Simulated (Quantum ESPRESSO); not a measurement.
# Cr: a ladder in cutoff, mesh and threshold together, part 2 of 2

Two starts of Cr are run at each rung of cutoff, mesh and threshold together.

Quantum ESPRESSO 7.5; PBE; plane waves with GBRV 1.5 PBE potentials, no spin-orbit coupling (settings of the first rung).

So far, largest moment (μB): step 2 (rung 1, start ferro ++) 0.0135; step 3 (rung 1, start antiferro +-) 1.41; step 4 (rung 2, start ferro ++) 0.00665; step 5 (rung 2, start antiferro +-) 1.75; step 7 (rung 3, start antiferro +-) 1.78.

## 8. Rung 4, start ferro ++

pw.py reads:

```python
from ase import Atoms
from ase.calculators.espresso import Espresso, EspressoProfile

atoms = Atoms(['Cr', 'Cr'],
    cell=[[2.96889936, 0.0, 0.0],
         [0.0, 2.96889936, 0.0],
         [0.0, 0.0, 2.96889936]],
    scaled_positions=[[0.0, 0.0, 0.0],
         [0.5, 0.5, 0.5]],
    pbc=True,
    magmoms=[2.5, 2.5])
input_data = {
    'control': {'calculation': 'scf', 'prefix': 'pwscf', 'outdir': './tmp', 'disk_io': 'nowf'},
    'system': {'ecutwfc': 52.0, 'ecutrho': 364.0, 'nbnd': 23, 'occupations': 'smearing', 'smearing': 'fd', 'degauss': 0.00367493, 'nspin': 2},
    'electrons': {'conv_thr': 2e-10, 'electron_maxstep': 150, 'mixing_beta': 0.3},
}
atoms.calc = Espresso(
    profile=EspressoProfile(command='mpirun -n 2 pw.x -nk 2', pseudo_dir='pseudo'),
    pseudopotentials={'Cr': 'cr_pbe_v1.5.uspp.F.UPF'},
    input_data=input_data,
    kpts=(12, 12, 12),
    koffset=(0, 0, 0))
atoms.get_potential_energy()
energy = atoms.calc.results['free_energy']
print(f'free energy: {energy:.6f} eV')
print('site moments (muB):', atoms.get_magnetic_moments().round(3))
```

The run is started by

```bash
$ OMP_NUM_THREADS=1 python3 pw.py > pw.log
```

The program printed:

```text
     [... lines left out ...]
free energy: -4775.162809 eV
site moments (muB): [ 0. -0.]
--- espresso.pwo ---
Program PWSCF v.7.5 starts
     [... lines left out ...]
     number of atoms/cell      =            2
     [... lines left out ...]
     number of electrons       =        28.00
     number of Kohn-Sham states=           23
     kinetic-energy cutoff     =      52.0000  Ry
     charge density cutoff     =     364.0000  Ry
     scf convergence threshold =      2.0E-10
     [... lines left out ...]
     48 Sym. Ops., with inversion, found
     [... lines left out ...]
     number of k points=    84  Fermi-Dirac smearing, width (Ry)=  0.0037
     [... lines left out ...]
     iteration # 20     ecut=    52.00 Ry     beta= 0.30
     [... lines left out ...]
     Magnetic moment per site  (integrated on atomic sphere of radius R)
     atom   1 (R=0.357)  charge= 12.3091  magn=  0.0000
     atom   2 (R=0.357)  charge= 12.3091  magn= -0.0001
     [... lines left out ...]
     the Fermi energy is    16.8331 ev
!    total energy              =    -350.96802371 Ry
     estimated scf accuracy    <          5.1E-11 Ry
     smearing contrib. (-TS)   =      -0.00087061 Ry
     [... lines left out ...]
     total magnetization       =     0.00 Bohr mag/cell
     absolute magnetization    =     0.00 Bohr mag/cell
     convergence has been achieved in  20 iterations
```

Elapsed: 33 s, on 2 MPI ranks of Intel Xeon Platinum 8488C (Sapphire Rapids), shared host; peak memory 0.34 GiB; 66 s of CPU time.

Read from the output:

```
magnetization  : 0 μB
final state    : non-magnetic
largest moment : 0 μB
```

## 9. Rung 4, start antiferro +-

Edit pw.py of step 8 so:

```diff
@@ -10,6 +10,6 @@
     pbc=True,
-    magmoms=[2.5, 2.5])
+    magmoms=[2.5, -2.5])
 input_data = {
     'control': {'calculation': 'scf', 'prefix': 'pwscf', 'outdir': './tmp', 'disk_io': 'nowf'},
-    'system': {'ecutwfc': 52.0, 'ecutrho': 364.0, 'nbnd': 23, 'occupations': 'smearing', 'smearing': 'fd', 'degauss': 0.00367493, 'nspin': 2},
+    'system': {'ecutwfc': 52.0, 'ecutrho': 364.0, 'nbnd': 21, 'occupations': 'smearing', 'smearing': 'fd', 'degauss': 0.00367493, 'nspin': 2},
     'electrons': {'conv_thr': 2e-10, 'electron_maxstep': 150, 'mixing_beta': 0.3},
```

The run is started by

```bash
$ OMP_NUM_THREADS=1 python3 pw.py > pw.log
```

The program printed:

```text
     [... lines left out ...]
free energy: -4775.348023 eV
site moments (muB): [ 1.786 -1.786]
--- espresso.pwo ---
Program PWSCF v.7.5 starts
     [... lines left out ...]
     number of atoms/cell      =            2
     [... lines left out ...]
     number of electrons       =        28.00
     number of Kohn-Sham states=           21
     kinetic-energy cutoff     =      52.0000  Ry
     charge density cutoff     =     364.0000  Ry
     scf convergence threshold =      2.0E-10
     [... lines left out ...]
     48 Sym. Ops., with inversion, found
     [... lines left out ...]
     number of k points=    84  Fermi-Dirac smearing, width (Ry)=  0.0037
     [... lines left out ...]
     iteration # 15     ecut=    52.00 Ry     beta= 0.30
     [... lines left out ...]
     Magnetic moment per site  (integrated on atomic sphere of radius R)
     atom   1 (R=0.357)  charge= 12.3274  magn=  1.7855
     atom   2 (R=0.357)  charge= 12.3274  magn= -1.7855
     [... lines left out ...]
     the Fermi energy is    16.8728 ev
!    total energy              =    -350.98163671 Ry
     estimated scf accuracy    <          8.4E-11 Ry
     smearing contrib. (-TS)   =      -0.00023646 Ry
     [... lines left out ...]
     total magnetization       =     0.00 Bohr mag/cell
     absolute magnetization    =     3.83 Bohr mag/cell
     convergence has been achieved in  15 iterations
```

Wall time 26 s (2 MPI ranks); peak memory 0.34 GiB.

Read from the output:

| Item | Value |
| --- | --- |
| magnetization | 0 μB |
| final state | antiferromagnetic |
| largest moment | 1.786 μB |

## 10. An input with a fault

One input was spoiled on purpose, to see how the program answers.

pw.in reads:

```
&CONTROL
  calculation = 'scf'
  prefix = 'pwscf'
  outdir = './tmp'
  pseudo_dir = './pseudo'
  disk_io = 'nowf'
/
&SYSTEM
  ibrav = 0
  nat = 2
  ntyp = 2
  ecutwfc = 40
  ecutrho = 280
  nbnd = 23
  occupations = 'smearing'
  smearing = 'fd'
  degauss = 0.00367493
  nspin = 2
  starting_magnetization(1) = 0.1786
/
&ELECTRONS
  conv_thr = 4d-09
  electron_maxstep = 60
  mixing_beta = 0.3
/
ATOMIC_SPECIES
Cr     51.9961 cr_pbe_v1.5.uspp.F.UPF
CELL_PARAMETERS angstrom
   2.9688993551    0.0000000000    0.0000000000
   0.0000000000    2.9688993551    0.0000000000
   0.0000000000    0.0000000000    2.9688993551
ATOMIC_POSITIONS crystal
Cr      0.0000000000    0.0000000000    0.0000000000
Cr      0.5000000000    0.5000000000    0.5000000000
K_POINTS automatic
12 12 12 0 0 0
```

The run is started by

```bash
$ OMP_NUM_THREADS=1 mpirun -n 2 pw.x -nk 2 -in pw.in > pw.out
```

The program printed:

```text
     [... lines left out ...]
Program PWSCF v.7.5 starts
     Error in routine  card_atomic_species (5010):
     cannot read atomic specie from: CELL_PARAMETERS angstrom
 %%%%%%%%%%%%%%%%%%%%%%%%%%%%%%%%%%%%%%%%%%%%%%%%%%%%%%%%%%%%%%%%%%%%%%%%%%%%%%
     stopping ...
```

It took 0.66 s on 2 MPI ranks; peak memory 0.05 GiB.

The input was rejected at the start.

The program's message: “card_atomic_species (5010): cannot read atomic specie from: CELL_PARAMETERS angstrom”

The fault put into the input: a wrong number of types.

## 11. The rungs together

Ladder, by row:

| rung | cutoff (eV) | mesh | state from the first start | state from the second start | second less first (meV a seeded atom) | moment, first (μB) | moment, second (μB) | CPU time (s) |
| --- | --- | --- | --- | --- | --- | --- | --- | --- |
| 1 | 299 | 4x4x4 | non-magnetic | antiferromagnetic | -20.23 | 0.01349 | 1.413 | 13.19 |
| 2 | 408 | 6x6x6 | non-magnetic | antiferromagnetic | -82.33 | 0.006652 | 1.75 | 15.81 |
| 3 | 544 | 10x10x10 | non-magnetic | antiferromagnetic | -92.9 | 0 | 1.78 | 74.99 |
| 4 | 707 | 12x12x12 | non-magnetic | antiferromagnetic | -92.61 | 0 | 1.786 | 117.1 |

## 12. Results

```json
{"range of the largest moment, first start": "0 to 0.0135 μB; second start 1.41 to 1.79 μB", "range of CPU time": "13 s to 2 min", "range of the energy difference": "-92.9 to -20.2 meV a seeded atom", "first rung that agrees with the last (margins below)": "3"}
```

What this shows: From rung 3 on the states are those of the last rung, the moments stay within 0.05 μB of it and the difference within 4.6 meV; rung 3 took 64 % of its CPU time.

[Logs and program files are shortened in this print: banners, set-up blocks, solver, clock and traceback lines can be left out without a mark of their own.]

[Logs are printed without paths, hosts, clocks, repeated set-up lines and the standing remarks that a program may print on its own settings, such as how far it seeks lower states.]

[Hosts, paths, dates, database ids (printed as entryN), source tags and the programs' standing remarks are cut or masked in the printed files.]

[Where a cell is said to come from a database of computed structures, the database is the Materials Project.]
